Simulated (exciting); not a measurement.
**KI: the I L₃ edge from the Bethe–Salpeter equation**

Wanted: the near-edge spectrum and the bound core excitons at the I L₃ edge of KI.

Program: exciting sodium. Level of theory: X-ray absorption, core-level Bethe-Salpeter equation, exchange and statically screened direct term, Tamm-Dancoff, all-electron LAPW+lo PBE. Results are calculated unless marked as measured.

## 1. Starting point

The structure is cubic, space group Fm-3m (No. 225). The conventional cell has a = 7.066 Å, b = 7.066 Å, c = 7.066 Å, α = 90.00°, β = 90.00°, γ = 90.00°. Nearest to I lie 6 K at 3.53 Å. Nearest to K lie 6 I at 3.53 Å. Farther neighbours and most contacts between anions are not listed.

As a file:

```xyz
2
Lattice="0.0000 3.5328 3.5328 3.5328 0.0000 3.5328 3.5328 3.5328 0.0000" Properties=species:S:1:pos:R:3 pbc="T T T"
I     3.5328    3.5328    3.5328
K     0.0000    0.0000    0.0000
```

Differences between curves are given as r.m.s. difference over r.m.s. height.

## 2. Ground state

The species files are the program's own, with muffin-tin radii set in the input.

input.xml

```
<input>
  <title>KI</title>
  <structure speciespath="." autormt="false" epslat="1.0e-5">
    <crystal>
      <basevect>0.0000000000 6.6759772087 6.6759772087</basevect>
      <basevect>6.6759772087 0.0000000000 6.6759772087</basevect>
      <basevect>6.6759772087 6.6759772087 0.0000000000</basevect>
    </crystal>
    <species speciesfile="I.xml" rmt="2.300">
      <atom coord="0.5000000000 0.5000000000 0.5000000000"/>
    </species>
    <species speciesfile="K.xml" rmt="2.464">
      <atom coord="0.0000000000 0.0000000000 0.0000000000"/>
    </species>
  </structure>
  <groundstate do="fromscratch" xctype="GGA_PBE" ngridk="3 3 3" rgkmax="7" gmaxvr="14" nempty="8" swidth="0.001" maxscl="100" epsengy="1e-5"/>
</input>
```

On the command line:

```sh
$ OMP_NUM_THREADS=1 mpirun -n 2 exciting
```

Numbers of over 12 decimals in the logs are rounded to 6 here.

What it wrote:

```text
EXCITING SODIUM started
********************************************************************************
* Ground-state run starting from atomic densities                              *
********************************************************************************
+ Starting initialization                                                      +
[... lattice and species ...]
 Spin treatment                             :    spin-unpolarised
 Number of Bravais lattice symmetries       :      48
[...]
+ Self-consistent loop stopped                                                 +
 STATE.OUT is written
********************************************************************************
* Groundstate module stopped                                                   *
********************************************************************************
 Total time spent (seconds)                 :        22.15
- CAUTION! Warnings have been written in file WARNING.OUT !                    -
| EXCITING SODIUM stopped                                                      =
[key lines of the parts left out:]
Total energy                               :     -7721.30072340
Fermi energy                               :         0.07558972
```

The job ended after 24 s (2 MPI ranks of Intel Xeon at 2.70GHz, shared host).

The warnings file holds hints only, no warning.

The mesh shows a gap of 3.99 eV. Core levels (Dirac, from the valence top):

```tsv
atom	level	energy (eV)
I	2s1/2	-5083.4
I	2p1/2	-4768.8
I	2p3/2	-4470.1
I	3s1/2	-1020.0
I	3p1/2	-890.0
I	3p3/2	-833.8
I	3d3/2	-604.8
I	3d5/2	-593.0
I	4s1/2	-172.9
I	4p1/2	-127.5
I	4p3/2	-116.6
```

## 3. A richer basis for the empty states

Each species file gets more local orbitals, built from u and its energy derivative at 0.15 Ha and u at 0.9 Ha.

input.xml is that of step 2.

SPECIES.xml, added lines

```
<lo l="L">  <!-- L = 0, 1, 2 -->
  <wf matchingOrder="0" trialEnergy="0.1500" searchE="false"/>
  <wf matchingOrder="1" trialEnergy="0.1500" searchE="false"/>
  <wf matchingOrder="0" trialEnergy="0.9000" searchE="false"/>
</lo>
```

On the command line:

```sh
$ OMP_NUM_THREADS=1 mpirun -n 2 exciting
```

What it wrote:

```text
EXCITING SODIUM started
********************************************************************************
* Ground-state run starting from atomic densities                              *
********************************************************************************
+ Starting initialization                                                      +
[... lattice and species ...]
 Spin treatment                             :    spin-unpolarised
 Number of Bravais lattice symmetries       :      48
[...]
+ Self-consistent loop stopped                                                 +
 STATE.OUT is written
********************************************************************************
* Groundstate module stopped                                                   *
********************************************************************************
 Total time spent (seconds)                 :        22.67
- CAUTION! Warnings have been written in file WARNING.OUT !                    -
| EXCITING SODIUM stopped                                                      =
[key lines of the parts left out:]
Total energy                               :     -7721.30099738
Fermi energy                               :         0.07572655
```

Elapsed: 24 s, on 2 MPI ranks.

Against the first ground state the total energy moves by -4 meV an atom and the gap by -0.01 eV.

## 4. Screening, kernels and BSE for I atom 1

The absorber has 6 K at 3.53 Å (octahedral, site symmetry m-3m).

input.xml, as its differences from that of step 3:

```diff
@@ -15,3 +15,19 @@
   </structure>
-  <groundstate do="fromscratch" xctype="GGA_PBE" ngridk="3 3 3" rgkmax="7" gmaxvr="14" nempty="8" swidth="0.001" maxscl="100" epsengy="1e-5"/>
+  <groundstate do="skip" xctype="GGA_PBE" ngridk="3 3 3" rgkmax="7" gmaxvr="14" nempty="8" swidth="0.001" maxscl="100" epsengy="1e-5"/>
+  <xs xstype="BSE" ngridk="3 3 3" ngridq="3 3 3" vkloff="0.097 0.273 0.493" rgkmax="7" nempty="40" gqmax="3" lmaxapwwf="5" lmaxemat="3" broad="0.05659" tevout="true">
+    <energywindow intv="163.977 165.594" points="439"/>
+    <screening screentype="full" nempty="64"/>
+    <BSE xas="true" xasspecies="1" xasatom="1" xasedge="L3" bsetype="singlet" nstlxas="1 36"/>
+    <qpointset>
+      <qpoint>0 0 0</qpoint>
+    </qpointset>
+    <plan>
+      <doonly task="xsgeneigvec"/>
+      <doonly task="writepmatxs"/>
+      <doonly task="scrgeneigvec"/>
+      <doonly task="scrwritepmat"/>
+      <doonly task="screen"/>
+      <doonly task="scrcoulint"/>
+    </plan>
+  </xs>
 </input>
```

input.xml for the exchange start (cutoff and plan only)

```
  gqmax="2"
  <plan>
    <doonly task="exccoulint"/>
  </plan>
```

input.xml for the last start (plan only)

```
  <plan>
    <doonly task="bse"/>
  </plan>
```

On the command line:

```sh
$ OMP_NUM_THREADS=1 mpirun -n 2 exciting
$ OMP_NUM_THREADS=1 mpirun -n 2 exciting
$ OMP_NUM_THREADS=2 exciting
```

What it wrote:

```text
| EXCITING SODIUM started for task xsgeneigvec ( 301)                          =
One-shot GS runs for BSE calculations
One-shot GS runs for k+qmt/2 grids
Info(xsgeneigvec): Generating eigenvectors for Q-point      1
Info(xsgeneigvec): Generation of eigenvectors finished
| EXCITING SODIUM started for task writepmatxs ( 320)                          =
Info(writepmatxs): Momentum matrix elements finished
| EXCITING SODIUM started for task scrgeneigvec ( 401)                         =
One-shot GS runs for BSE calculations
One-shot GS runs for k+qmt/2 grids
[...]
Info(setup_bse_block): Setting up RR part of hamiltonian
Info(setup_bse_block): Singlet spin state
Info(bse): Diagonalizing RR Hamiltonian (TDA)
Info(bse): Invoking Lapack routine ZHEEVR
      3888 eigen solutions found in the interval:
         i1=       1 i2=    3888
Info(bse): Writing excition energies and oscillator strengths to text file.
Info(makespectrum_dist): Making spectrum using formula for coupling with time reversed AR basis.
Info(makespectrum_dist): Using formalism for vanishing momentum transfer.
Info(writederived): Writing quantities derived from the macroscopic dielectric function.
Info(bselauncher): Spectrum finished for iqmt=  1
Info(bselauncher): All done for BSE type singlet
```

Run time: 19 min. Hardware: 2 MPI ranks.

Wall time by task: xsgeneigvec 5.6 s, writepmatxs 8.1 s, scrgeneigvec 3.5 s, scrwritepmat 3.6 s, screen 45 s, scrcoulint 3.9 min, exccoulint 13 min, bse 1.8 min.

The I L₃ spectrum of I atom 1 (energy from the Kohn–Sham onset, core level to the lowest empty state found on the meshes used, 4474.03 eV; the ground-state mesh sets it, and the shifted mesh has its lowest transition 0.49 eV above it; Im ε scaled to the maximum of the singlet run; cut below the end of the band set):

```tsv
E (eV)	Im ε
-11.5	0.03
-11.0	0.04
-10.5	0.04
-10.0	0.04
-9.5	0.04
-9.0	0.05
-8.5	0.05
-8.0	0.06
-7.5	0.06
-7.0	0.07
-6.5	0.08
-6.0	0.09
-5.5	0.10
-5.0	0.11
-4.5	0.13
-4.0	0.16
-3.5	0.19
-3.0	0.23
-2.5	0.29
-2.0	0.38
-1.5	0.49
-1.0	0.64
-0.5	0.79
0.0	0.89
0.5	0.92
1.0	0.89
1.5	0.84
2.0	0.80
2.5	0.76
3.0	0.75
3.5	0.77
4.0	0.82
4.5	0.89
5.0	0.95
5.5	0.99
6.0	1.00
6.5	0.98
7.0	0.93
7.5	0.88
8.0	0.85
8.5	0.84
9.0	0.86
9.5	0.85
10.0	0.82
10.5	0.78
11.0	0.75
11.5	0.74
12.0	0.74
12.5	0.75
13.0	0.75
13.5	0.73
14.0	0.70
14.5	0.67
15.0	0.66
15.5	0.67
16.0	0.71
16.5	0.75
17.0	0.76
17.5	0.75
18.0	0.71
18.5	0.67
19.0	0.63
19.5	0.59
20.0	0.55
20.5	0.51
```

Maxima (height): 0.4 eV (0.92), 6.1 eV (1.00), 9.3 eV (0.86), 12.7 eV (0.75) and 17.0 eV (0.76).

The Hamiltonian has 3888 rows. The lowest groups of eigenvalues and the brightest ones, on the scale above (the program counts from the shifted mesh's onset, 0.49 eV higher). Core spinors bring spin-forbidden partners, so dark means forbidden by spin or by symmetry, and the shifted mesh splits states that symmetry would keep together:

```tsv
energy (eV)	states within 10 meV	relative strength
-1.084	4	0.32
-0.348	4	0.63
-0.250	8	0.82
-0.230	4	0.73
0.105	4	0.12
0.185	4	0.28
0.389	4	1.00
0.417	4	0.52
6.344	4	0.50
9.323	8	0.58
```

## 5. Independent particles

input.xml, as its differences from that of step 4:

```diff
@@ -19,3 +19,3 @@
     <screening screentype="full" nempty="64"/>
-    <BSE xas="true" xasspecies="1" xasatom="1" xasedge="L3" bsetype="singlet" nstlxas="1 36"/>
+    <BSE xas="true" xasspecies="1" xasatom="1" xasedge="L3" bsetype="IP" nstlxas="1 36"/>
     <qpointset>
@@ -24,8 +24,3 @@
     <plan>
-      <doonly task="xsgeneigvec"/>
-      <doonly task="writepmatxs"/>
-      <doonly task="scrgeneigvec"/>
-      <doonly task="scrwritepmat"/>
-      <doonly task="screen"/>
-      <doonly task="scrcoulint"/>
+      <doonly task="bse"/>
     </plan>
```

On the command line:

```sh
$ OMP_NUM_THREADS=2 exciting
```

What it wrote:

```text
| EXCITING SODIUM started for task bse ( 445)                                  =
Info(bselauncher): Init time:    1.262448
Info(bselauncher): Setting up and diagonalizing BSE Hamiltonian.
Info(bselauncher): Using momentum transfer vectors from list :   1 to  1
Info(bselauncher): Distributing qmt-points over   1 processes.
Info(bselauncher): BSE type: IP
Info(bselauncher): Momentum transfer list index: iqmt=  1
Info(bselauncher): Momentum transfer: vqmtl=   0.000   0.000   0.000
Info(bse): Inspecting occupations...
Info(setranges_modxs): Number of non-reduced k-points:       27
[...]
highest unoccupied state:  49
  Opening gap with a scissor of:      0.000/H      0.000/eV
Info(select_transitions): Number of participating transitions:    3888
Info(bse): Selecting transitions...
Info(bse):bsegap (eV):  4474.517996
Info(bse): IP requested, nothing much to do
Info(bse): Writing excition energies and oscillator strengths to text file.
Info(makespectrum_dist): Making spectrum using formula for coupling with time reversed AR basis.
Info(makespectrum_dist): Using formalism for vanishing momentum transfer.
Info(writederived): Writing quantities derived from the macroscopic dielectric function.
Info(bselauncher): Spectrum finished for iqmt=  1
Info(bselauncher): All done for BSE type IP
```

It took 3 s on 2 threads.

Maxima (height): 4.3 eV (0.57), 8.7 eV (0.94), 11.3 eV (0.90), 14.4 eV (0.89) and 19.3 eV (1.00). The spectrum differs from the singlet run by 43 % r.m.s. Moving the earlier curve by +4.1 eV leaves 21 %. The highest maximum lies at 19.3 eV (1.00), against 6.1 eV (1.00).

## 6. Exchange alone

input.xml, as its differences from that of step 5:

```diff
@@ -19,3 +19,3 @@
     <screening screentype="full" nempty="64"/>
-    <BSE xas="true" xasspecies="1" xasatom="1" xasedge="L3" bsetype="IP" nstlxas="1 36"/>
+    <BSE xas="true" xasspecies="1" xasatom="1" xasedge="L3" bsetype="RPA" nstlxas="1 36"/>
     <qpointset>
```

On the command line:

```sh
$ OMP_NUM_THREADS=2 exciting
```

What it wrote:

```text
| EXCITING SODIUM started for task bse ( 445)                                  =
Info(bselauncher): Init time:    1.122321
Info(bselauncher): Setting up and diagonalizing BSE Hamiltonian.
Info(bselauncher): Using momentum transfer vectors from list :   1 to  1
Info(bselauncher): Distributing qmt-points over   1 processes.
Info(bselauncher): BSE type: RPA
Info(bselauncher): Momentum transfer list index: iqmt=  1
Info(bselauncher): Momentum transfer: vqmtl=   0.000   0.000   0.000
Info(bse): Inspecting occupations...
Info(setranges_modxs): Number of non-reduced k-points:       27
[...]
Info(setup_bse_block): Setting up RR part of hamiltonian
Info(setup_bse_block): Using RPA approximation
Info(bse): Diagonalizing RR Hamiltonian (TDA)
Info(bse): Invoking Lapack routine ZHEEVR
      3888 eigen solutions found in the interval:
         i1=       1 i2=    3888
Info(bse): Writing excition energies and oscillator strengths to text file.
Info(makespectrum_dist): Making spectrum using formula for coupling with time reversed AR basis.
Info(makespectrum_dist): Using formalism for vanishing momentum transfer.
Info(writederived): Writing quantities derived from the macroscopic dielectric function.
Info(bselauncher): Spectrum finished for iqmt=  1
Info(bselauncher): All done for BSE type RPA
```

Elapsed: 1.8 min, on 2 threads.

Maxima (height): 4.3 eV (0.57), 8.7 eV (0.94), 11.3 eV (0.90), 14.4 eV (0.89) and 19.3 eV (1.00). The spectrum is that of the independent-particle run within 1 %.

## 7. Another input

In this try the input is made faulty on purpose, to show what that does.

input.xml, as its differences from that of step 6:

```diff
@@ -18,4 +18,4 @@
     <energywindow intv="163.977 165.594" points="439"/>
-    <screening screentype="full" nempty="64"/>
-    <BSE xas="true" xasspecies="1" xasatom="1" xasedge="L3" bsetype="RPA" nstlxas="1 36"/>
+    <screening screentype="full" nempty="3"/>
+    <BSE xas="true" xasspecies="1" xasatom="1" xasedge="L3" bsetype="singlet" nstlxas="1 36"/>
     <qpointset>
@@ -24,3 +24,6 @@
     <plan>
-      <doonly task="bse"/>
+      <doonly task="scrgeneigvec"/>
+      <doonly task="scrwritepmat"/>
+      <doonly task="screen"/>
+      <doonly task="scrcoulint"/>
     </plan>
```

input.xml for the last start (plan only)

```
  <plan>
    <doonly task="bse"/>
  </plan>
```

On the command line:

```sh
$ OMP_NUM_THREADS=1 mpirun -n 2 exciting
$ OMP_NUM_THREADS=2 exciting
```

What it wrote:

```text
| EXCITING SODIUM started for task scrgeneigvec ( 401)                         =
One-shot GS runs for BSE calculations
One-shot GS runs for k+qmt/2 grids
Info(xsgeneigvec): Generating eigenvectors for Q-point      1
Using screening GS parameters.
Info(xsgeneigvec): Generation of eigenvectors finished
| EXCITING SODIUM started for task scrwritepmat ( 420)                         =
Info(writepmatxs): Momentum matrix elements finished
Info(scrwritepmat): Momentum matrix elements for screening finished
| EXCITING SODIUM started for task screen ( 430)                               =
[...]
Info(setup_bse_block): Setting up RR part of hamiltonian
Info(setup_bse_block): Singlet spin state
Info(bse): Diagonalizing RR Hamiltonian (TDA)
Info(bse): Invoking Lapack routine ZHEEVR
      3888 eigen solutions found in the interval:
         i1=       1 i2=    3888
Info(bse): Writing excition energies and oscillator strengths to text file.
Info(makespectrum_dist): Making spectrum using formula for coupling with time reversed AR basis.
Info(makespectrum_dist): Using formalism for vanishing momentum transfer.
Info(writederived): Writing quantities derived from the macroscopic dielectric function.
Info(bselauncher): Spectrum finished for iqmt=  1
Info(bselauncher): All done for BSE type singlet
```

It took 6 min on 2 MPI ranks.

The input has a fault: far too few empty states in the screening. Against the singlet run the r.m.s. difference is 17 %. The highest maximum lies at -0.2 eV (1.15), against 6.1 eV (1.00). The first bright state moves from -1.08 to -1.59 eV. Too few states underscreen, so the attraction is too strong.

```tsv
E (eV)	first run	this run
-11.0	0.04	0.04
-10.0	0.04	0.05
-9.0	0.05	0.06
-8.0	0.06	0.07
-7.0	0.07	0.09
-6.0	0.09	0.12
-5.0	0.11	0.16
-4.0	0.16	0.23
-3.0	0.23	0.35
-2.0	0.38	0.61
-1.0	0.64	0.99
0.0	0.89	1.15
1.0	0.89	0.98
2.0	0.80	0.86
3.0	0.75	0.85
4.0	0.82	0.95
5.0	0.95	1.01
6.0	1.00	0.96
7.0	0.93	0.87
8.0	0.85	0.81
9.0	0.86	0.80
10.0	0.82	0.73
11.0	0.75	0.67
12.0	0.74	0.67
13.0	0.75	0.66
14.0	0.70	0.61
15.0	0.66	0.59
16.0	0.71	0.65
17.0	0.76	0.65
18.0	0.71	0.58
19.0	0.63	0.51
20.0	0.55	0.44
```

[end of part 1 of 2]

[Banner, clock and machine lines of the logs are left out without a mark of their own.]

[Logs are printed without paths, hosts, clocks, repeated set-up lines and the standing remarks that a program may print on its own settings, such as how far it seeks lower states.]

[Hosts, paths, dates, database ids (printed as entryN), source tags and the programs' standing remarks are cut or masked in the printed files.]
